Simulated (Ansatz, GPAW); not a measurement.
# Optical response of Ca3SnS (model structure), part 3 of 3

Aim: the dielectric function of Ca3SnS (model structure), and the optical constants that follow from it. The structure is a model built here, which may or may not match a known phase. It was built so: All O replaced by S and Pb replaced by Sn in the Pm-3m structure of Ca3PbO. The cell is first relaxed with Ansatz.

GPAW 26.7.0; DFT, revPBE, plane-wave PAW (GPAW data sets), scalar-relativistic, RPA, optical limit.

So far. Step 3 (Ground state): The gap, 0.09 eV, is so small that the occupations stay smeared, and the carriers that the smearing makes get a Drude term.

## 5. Dielectric function, RPA

Local fields let the induced charge screen the field inside the cell, which as a rule lowers ε, most along directions where the density is uneven.

This step: DFT, revPBE, plane-wave PAW (GPAW data sets), scalar-relativistic, RPA, optical limit (GPAW 26.7.0).

df.py

```python
from gpaw.response.df import DielectricFunction

df = DielectricFunction('full.gpw', frequencies={'type': 'nonlinear', 'domega0': 0.03, 'omega2': 8},
                        ecut=50,
                        eta=0.2,
                        nbands=75,
                        rate=0.1,
                        txt='df.txt')
for direction in ['x']:
    df.get_dielectric_function(xc='RPA', direction=direction, filename=f'df_{direction}.csv')
```

The run is started by

```
$ OMP_NUM_THREADS=1 python df.py
```

Numbers of over 12 decimals in the logs are rounded to 6 here.

Output:

```text
Using integrator: PointIntegrator
NonLinearFrequencyDescriptor(from 0.000 to 62.602 eV, 493 points)
Nonperiodic BCs:  [False False False]
Using integrator: PointIntegrator
NonLinearFrequencyDescriptor(from 0.000 to 62.602 eV, 493 points)
Nonperiodic BCs:  [False False False]
Using integrator: PointIntegrator

Calculating chi0 body with:
    Ground state adapter containing:
    Number of spins: 1
    Number of kpoints: 216
    Number of irreducible kpoints: 20
    Number of completely occupied states: 22
    Number of partially occupied states: 31

    Linear response parametrization:
    q_c: [0.0, 0.0, 0.0]
    Number of frequency points: 493
    Planewave cutoff: 50.0
    Number of bands: 75
    Number of planewaves: 123
    Broadening (eta): 0.2

Integrating chi0 body.

Symmetries of q_c:
    Direct symmetries (Uq -> q): 48
    Indirect symmetries (TUq -> q): 0
In total 48 allowed symmetries.

20 groups of equivalent kpoints. 90.740741% reduction.

Integral kind: spectral function

Calculating chi0 optical extensions with:
    Ground state adapter containing:
    Number of spins: 1
    Number of kpoints: 216
    Number of irreducible kpoints: 20
    Number of completely occupied states: 22
    Number of partially occupied states: 31

    Linear response parametrization:
    Number of frequency points: 493
    Planewave cutoff: 50.0
    Number of bands: 75
    Number of planewaves: 123
    Broadening (eta): 0.2
Integrating chi0 head and wings.

Symmetries of q_c:
    Direct symmetries (Uq -> q): 48
    Indirect symmetries (TUq -> q): 0
In total 48 allowed symmetries.

20 groups of equivalent kpoints. 90.740741% reduction.

Integral kind: spectral function wings

Calculating drude chi0 with:
    Number of frequency points:493
    Plasma frequency decay rate: 0.1 eV

    Ground state adapter containing:
    Number of spins: 1
    Number of kpoints: 216
    Number of irreducible kpoints: 20
    Number of completely occupied states: 22
    Number of partially occupied states: 31

Symmetries of q_c:
    Direct symmetries (Uq -> q): 48
    Indirect symmetries (TUq -> q): 0
In total 48 allowed symmetries.

20 groups of equivalent kpoints. 90.740741% reduction.

Integral kind: intraband
Plasma frequency:
[[0.17+0.j 0.  +0.j 0.  +0.j]
 [0.  +0.j 0.17+0.j 0.  +0.j]
 [0.  +0.j 0.  +0.j 0.17+0.j]]
```

Elapsed: 30 s, on 1 thread of Arm Neoverse V2, shared host; peak memory 0.63 GiB.

Read-outs, printed or worked out from the files:

| Quantity | Value |
| --- | --- |
| centre of weight of the strongest loss peak in the window | 12.16 eV |

Sum at mesh points, not converged in k. The Im ε, E ∥ x by photon energy; read off at these points:

| photon energy (eV) | Im ε, E ∥ x |
| --- | --- |
| 0.50 | 15.9 |
| 1.00 | 13.8 |
| 1.50 | 11.0 |
| 1.80 | 12.5 |
| 2.00 | 12.1 |
| 2.50 | 9.44 |
| 3.00 | 10.2 |
| 3.50 | 6.81 |
| 4.00 | 5.13 |
| 4.50 | 3.95 |
| 5.00 | 4.11 |
| 5.50 | 2.65 |
| 6.00 | 2.14 |
| 6.50 | 1.91 |
| 7.00 | 1.96 |
| 7.50 | 2.26 |
| 8.00 | 2.13 |
| 8.50 | 1.96 |
| 9.00 | 1.49 |
| 9.50 | 1.05 |
| 10.00 | 0.876 |
| 10.50 | 0.866 |
| 11.00 | 0.788 |
| 11.50 | 0.608 |
| 12.00 | 0.362 |
| 12.50 | 0.309 |
| 13.00 | 0.310 |
| 13.50 | 0.315 |
| 14.00 | 0.307 |
| 14.50 | 0.277 |
| 15.00 | 0.239 |
| 15.50 | 0.224 |
| 16.00 | 0.256 |
| 16.50 | 0.252 |
| 17.00 | 0.237 |
| 17.50 | 0.244 |

Values under 1 per cm are given as 1; sum at mesh points, not converged in k. Table of absorption coefficient, E ∥ x by photon energy:

| photon energy (eV) | absorption coefficient, E ∥ x (1/cm) |
| --- | --- |
| 0.492 | 95902 |
| 1.010 | 2.0e5 |
| 1.486 | 2.5e5 |
| 1.985 | 4.1e5 |
| 2.508 | 5.0e5 |
| 3.018 | 6.8e5 |
| 3.510 | 7.5e5 |
| 3.980 | 7.3e5 |
| 4.516 | 7.0e5 |
| 4.981 | 8.1e5 |
| 5.515 | 8.0e5 |
| 6.021 | 7.3e5 |
| 6.494 | 6.5e5 |
| 6.985 | 6.9e5 |
| 7.496 | 7.3e5 |
| 8.026 | 9.1e5 |
| 8.516 | 9.2e5 |
| 9.023 | 9.9e5 |
| 9.483 | 8.4e5 |
| 10.026 | 7.8e5 |
| 10.519 | 7.2e5 |
| 11.029 | 7.6e5 |
| 11.479 | 7.4e5 |
| 12.023 | 4.9e5 |
| 12.504 | 3.6e5 |
| 13.000 | 3.2e5 |
| 13.512 | 3.2e5 |
| 14.040 | 3.1e5 |
| 14.493 | 2.8e5 |
| 14.960 | 2.4e5 |
| 15.536 | 2.2e5 |
| 16.031 | 2.5e5 |
| 16.541 | 2.5e5 |
| 16.959 | 2.5e5 |
| 17.496 | 2.5e5 |

Sum at mesh points, not converged in k. Table of loss function −Im 1/ε at q → 0, E ∥ x by energy loss; read off at these points:

energy loss (eV), loss function −Im 1/ε at q → 0, E ∥ x and a bar:
```
     0.50       0.04 
     1.00       0.05 
     1.50       0.06 
     2.00       0.07 
     2.50       0.10 #
     3.00       0.10 #
     3.50       0.14 #
     4.00       0.18 ##
     4.50       0.24 ##
     5.00       0.23 ##
     5.50       0.31 ###
     6.00       0.42 ####
     6.50       0.52 #####
     7.00       0.51 #####
     7.50       0.42 ####
     8.00       0.46 ####
     8.50       0.50 #####
     9.00       0.54 #####
     9.50       0.84 #########
    10.00       1.04 ###########
    10.50       1.15 ############
    11.00       1.22 #############
    11.50       1.55 ################
    12.00       2.75 #############################
    12.10       2.86 ##############################
    12.50       2.20 #######################
    13.00       1.43 ###############
    13.50       1.18 ############
    14.00       0.98 ##########
    14.50       0.88 #########
    15.00       0.66 #######
    15.50       0.51 #####
    16.00       0.49 #####
    16.50       0.46 #####
    17.00       0.44 ####
    17.50       0.40 ####
```

The reflectivity at normal incidence, E ∥ x has structure finer than the step of the table below, so its rows give means over 0.5 eV, whole bins alone (the curve runs from 0.305 to 17.8 eV). Peaks (eV: height): 3.26: 45.1, 5.27: 38.3, 9.09: 32.7, 11.63: 26.1.

Sum at mesh points, not converged in k. The reflectivity at normal incidence, E ∥ x by photon energy; means over each step:

| photon energy (eV) | reflectivity at normal incidence, E ∥ x (%) |
| --- | --- |
| 1.0 | 41.3 |
| 1.5 | 38.2 |
| 2.0 | 40.5 |
| 2.5 | 38.5 |
| 3.0 | 41.8 |
| 3.5 | 43.1 |
| 4.0 | 38.4 |
| 4.5 | 33.4 |
| 5.0 | 35.0 |
| 5.5 | 35.7 |
| 6.0 | 28.7 |
| 6.5 | 20.8 |
| 7.0 | 18.6 |
| 7.5 | 18.2 |
| 8.0 | 24.7 |
| 8.5 | 24.7 |
| 9.0 | 31.7 |
| 9.5 | 27.9 |
| 10.0 | 25.2 |
| 10.5 | 19.4 |
| 11.0 | 21.8 |
| 11.5 | 24.7 |
| 12.0 | 21.5 |
| 12.5 | 12.0 |
| 13.0 | 7.12 |
| 13.5 | 5.43 |
| 14.0 | 4.34 |
| 14.5 | 3.72 |
| 15.0 | 2.68 |
| 15.5 | 1.85 |
| 16.0 | 1.50 |
| 16.5 | 1.38 |
| 17.0 | 1.24 |
| 17.5 | 0.984 |

Sum at mesh points, not converged in k. The Im ε, E ∥ x by photon energy; read off at these points:

| photon energy (eV) | without local fields | with local fields |
| --- | --- | --- |
| 0.50 | 16.9 | 15.9 |
| 1.00 | 15.7 | 13.8 |
| 1.50 | 14.2 | 11.0 |
| 1.80 | 16.2 | 12.5 |
| 2.00 | 15.7 | 12.1 |
| 2.50 | 13.5 | 9.44 |
| 3.00 | 11.1 | 10.2 |
| 3.50 | 5.49 | 6.81 |
| 4.00 | 3.94 | 5.13 |
| 4.50 | 3.23 | 3.95 |
| 5.00 | 3.58 | 4.11 |
| 5.50 | 2.87 | 2.65 |
| 6.00 | 2.52 | 2.14 |
| 6.50 | 2.48 | 1.91 |
| 7.00 | 2.36 | 1.96 |
| 7.50 | 2.78 | 2.26 |
| 8.00 | 2.06 | 2.13 |
| 8.50 | 1.96 | 1.96 |
| 9.00 | 1.45 | 1.49 |
| 9.50 | 1.07 | 1.05 |
| 10.00 | 0.899 | 0.876 |
| 10.50 | 0.928 | 0.866 |
| 11.00 | 0.767 | 0.788 |
| 11.50 | 0.515 | 0.608 |
| 12.00 | 0.364 | 0.362 |
| 12.50 | 0.365 | 0.309 |
| 13.00 | 0.474 | 0.310 |
| 13.50 | 0.450 | 0.315 |
| 14.00 | 0.462 | 0.307 |
| 14.50 | 0.444 | 0.277 |
| 15.00 | 0.373 | 0.239 |
| 15.50 | 0.342 | 0.224 |
| 16.00 | 0.335 | 0.256 |
| 16.50 | 0.184 | 0.252 |
| 17.00 | 0.154 | 0.237 |
| 17.50 | 0.132 | 0.244 |

From ε follow the optical constants at some laser and lamp lines:

| wavelength (nm) | n | k | R (%) | 1/α |
| --- | --- | --- | --- | --- |
| 1550 | 3.82 | 2.001 | 43.9 | 62 nm |
| 1064 | 3.22 | 1.752 | 38.3 | 48 nm |
| 800 | 3.35 | 1.706 | 38.7 | 37 nm |
| 532 | 2.55 | 2.141 | 40.7 | 20 nm |
| 405 | 2.26 | 2.256 | 42.5 | 14 nm |
| 248 | 1.27 | 1.618 | 34.6 | 12 nm |
| 193 | 0.94 | 0.997 | 20.9 | 15 nm |

A polished face would reflect 40 % of daylight and look grey (CIE x = 0.317, y = 0.335 under D65).

## 6. What came out

```yaml
centre_of_weight_of_the_strongest_loss_peak_in_the_window_first_axis: 12.2 eV
```

At this level (revPBE, RPA) Ca3SnS is a semimetal or has a tiny gap, with few carriers whose number hangs on mesh and smearing,. The mesh is too coarse to trust the carriers' weight, the reflectivity or the colour to better than tens of per cent. The cell grew by 20.5 % in volume. A polished face would reflect 40 % of daylight and look grey (CIE x = 0.317, y = 0.335 under D65). The carriers' damping of 0.1 eV is typed, not computed; it shapes the response at the lowest energies. Spin-orbit coupling is left out although heavy atoms are present. The curves end at 18 eV, about where the summed bands run out. The cell grew by 20 % in the relaxation, which can come from the guessed start or, where layers or molecules are weakly bound, from the missing dispersion term; a larger cell lowers ε. The gap is so small that the smearing puts carriers across it; at a true gap they would be absent, and excitons are missing too. GPAW's carrier term has the form −ωp²/(ω + i·rate)², which damps like twice the rate and fails at low energy, so the curves leave the lowest energies out. The sum runs over mesh points 0.20 Å⁻¹ apart with no interpolation, so peaks are partly noise of the mesh, and the Drude plasma energy, a sum over the Fermi surface, isn't converged.

[Machine, clock and banner lines and Python warnings are left out of the logs.]

[Logs are printed without paths, hosts, clocks, repeated set-up lines and the standing remarks that a program may print on its own settings, such as how far it seeks lower states.]

[Hosts, paths, dates, database ids (printed as entryN), source tags and the programs' standing remarks are cut or masked in the printed files.]
